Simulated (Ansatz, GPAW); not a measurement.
# Polarising a 5-layer slab of Ag(110) with a field along the normal

The dipole of the cell at several fields, atoms fixed. What does the strongest field give, and what length does the slope stand for?

**Method.** GPAW 26.7.0, plane waves (400 eV), PAW setups, PBE, 8×11 mesh, a dipole layer in the vacuum; geometry relaxed without an applied field with Ansatz 0.2.0. The cell's area is 11.83 Å², and e/ε0 = 180.95 V Å.

What came out, but for one run:

| field (V/Å) | dipole (e Å) |
| --- | --- |
| −0.2 | −0.1145 |
| −0.1 | −0.0576 |
| −0.05 | −0.0292 |
| 0.05 | 0.0279 |
| 0.1 | 0.0561 |
| 0.2 | 0.1131 |
| 0.3 | ? |

Q: What is the dipole at 0.3 V/Å?

**Working.** A line through the 6 points has the slope α = 0.569 e Å per V/Å and the intercept p₀ = −0.0007 e Å (r.m.s. residual 7.6e−05). At 0.3 V/Å it gives p = −0.0007 + 0.569 × 0.3 = 0.1700 e Å; the run gives 0.1701 e Å, so the response stays linear to 0.0 % of the induced part. Dividing by ε0 and the area: α/(ε0 A) = 0.569 × 180.95 / 11.83 = 8.70 Å, against 5.85 Å between the outer nuclei. A metal screens fully, so the excess of 2.86 Å puts the image planes about 1.43 Å outside the outer atoms on average.

Caveats: This is the electronic response alone; ions that move would add to it in polar layers. No run was spin-polarised, so magnetic states weren't tested.
